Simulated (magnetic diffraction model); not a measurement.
**Solving a magnetic structure from powder neutron data: Sr2Ti2CoS7**

Space group P-4 (no. 81), a = 9.6330 Å, c = 6.2540 Å.

| site | atom | x | y | z |
| --- | --- | --- | --- | --- |
| 4h | Sr | 0.8334 | 0.3318 | 0.9984 |
| 1d | Co | 1/2 | 1/2 | 1/2 |
| 1b | Co | 0 | 0 | 1/2 |
| 4h | Ti | 0.3625 | 0.8574 | 0.5501 |
| 4h | S | 0.8201 | 0.0812 | 0.7106 |
| 4h | S | 0.3283 | 0.4178 | 0.2884 |
| 4h | S | 0.3611 | 0.8548 | 0.2192 |
| 2g | S | 0 | 1/2 | 0.3124 |

This is a made-up structure (elements placed in a structure type, unrelaxed), so the numbers test the method and describe no known phase.

Only Co is taken to order (form factors of Co2+); orders and moment sizes are assumed, and not adapted to the symmetry. Radiation: neutrons of λ = 2.0775 Å, 5° to 35°; isotropic B of 0.51 Å² (Sr), 0.5 Å² (Co), 0.51 Å² (Ti) and 0.54 Å² (S). The intensities are simulated: I ∝ L Σ (|F_N|² + |F_M⊥|²) for unpolarised neutrons, with F_M = 2.695 fm/μB × Σ f(s) S exp(2πi Q·r) exp(−B s²) at Q = H ± k (one set where k and −k are equivalent), only the part normal to Q counting and L = 1/(sin²θ cos θ). For collinear order S is the moment m, which repeats by lattice and centring translations R with the sign exp(−2πi k·R). Form factors are spin-only for 3d ions and dipole or tabulated for f ions, scattering lengths are Sears's of 1992, and absorption is left out. A label names one of the reflections at its angle. The strongest nuclear line in the range is 100, and lines under 0.2 are left out.

Above the ordering temperature:

```tsv
2θ (°)	index	I
17.54	(1 1 0)	1.4
19.12	(0 0 1)	100.0
24.91	(2 0 0)	2.4
26.06	(1 1 1)	75.6
27.91	(2 1 0)	70.0
31.59	(2 0 1)	93.5
34.05	(2 1 1)	30.8
```

Below it (cell unchanged):

```csv
2θ (°),I
12.38,55.9
17.54,1.4
19.12,100.0
22.84,38.4
24.91,2.4
26.06,75.6
27.91,88.8
31.59,93.5
34.05,56.8
```

**Question.** Find the propagation vector, then choose among these models:
A. collinear moments along [111], 2.62 μB on Co; signs + at (1/2, 1/2, 1/2), + at (0, 0, 1/2)
B. collinear moments along [010], 2.62 μB on Co; signs + at (1/2, 1/2, 1/2), + at (0, 0, 1/2)
C. collinear moments along [010], 2.62 μB on Co; signs + at (1/2, 1/2, 1/2), − at (0, 0, 1/2)
D. collinear moments along [111], 2.62 μB on Co; signs + at (1/2, 1/2, 1/2), − at (0, 0, 1/2)

No line moves, and magnetic intensity falls on nuclear lines such as the one at 34.05°; new lines at (1 0 0) and (1 0 1) have whole indices that obey the lattice centring, at places with no nuclear intensity to speak of, so the magnetic cell equals the chemical primitive cell: k = 0.

Magnetic intensity, observed (below minus above) and for each model:

| 2θ (°) | index | observed | A | B | C | D |
| --- | --- | --- | --- | --- | --- | --- |
| 12.38 | (1 0 0) | 55.9 | <0.2 | <0.2 | 47.6 | 55.9 |
| 17.54 | (1 1 0) | <0.2 | 26.7 | 22.8 | <0.2 | <0.2 |
| 19.12 | (0 0 1) | <0.2 | 15.6 | 18.9 | <0.2 | <0.2 |
| 22.84 | (1 0 1) | 38.4 | <0.2 | <0.2 | 43.3 | 38.4 |
| 26.06 | (1 1 1) | <0.2 | 26.9 | 28.9 | <0.2 | <0.2 |
| 27.91 | (2 1 0) | 18.8 | <0.2 | <0.2 | 16.0 | 18.8 |
| 31.59 | (2 0 1) | <0.2 | 16.0 | 16.2 | <0.2 | <0.2 |
| 34.05 | (2 1 1) | 26.0 | <0.2 | <0.2 | 25.9 | 26.0 |

Model D matches.

The structure used: k = (0 0 0), collinear moments along [111], 2.62 μB on Co; signs + at (1/2, 1/2, 1/2), − at (0, 0, 1/2).

[Logs are printed without paths, hosts, clocks, repeated set-up lines and the standing remarks that a program may print on its own settings, such as how far it seeks lower states.]
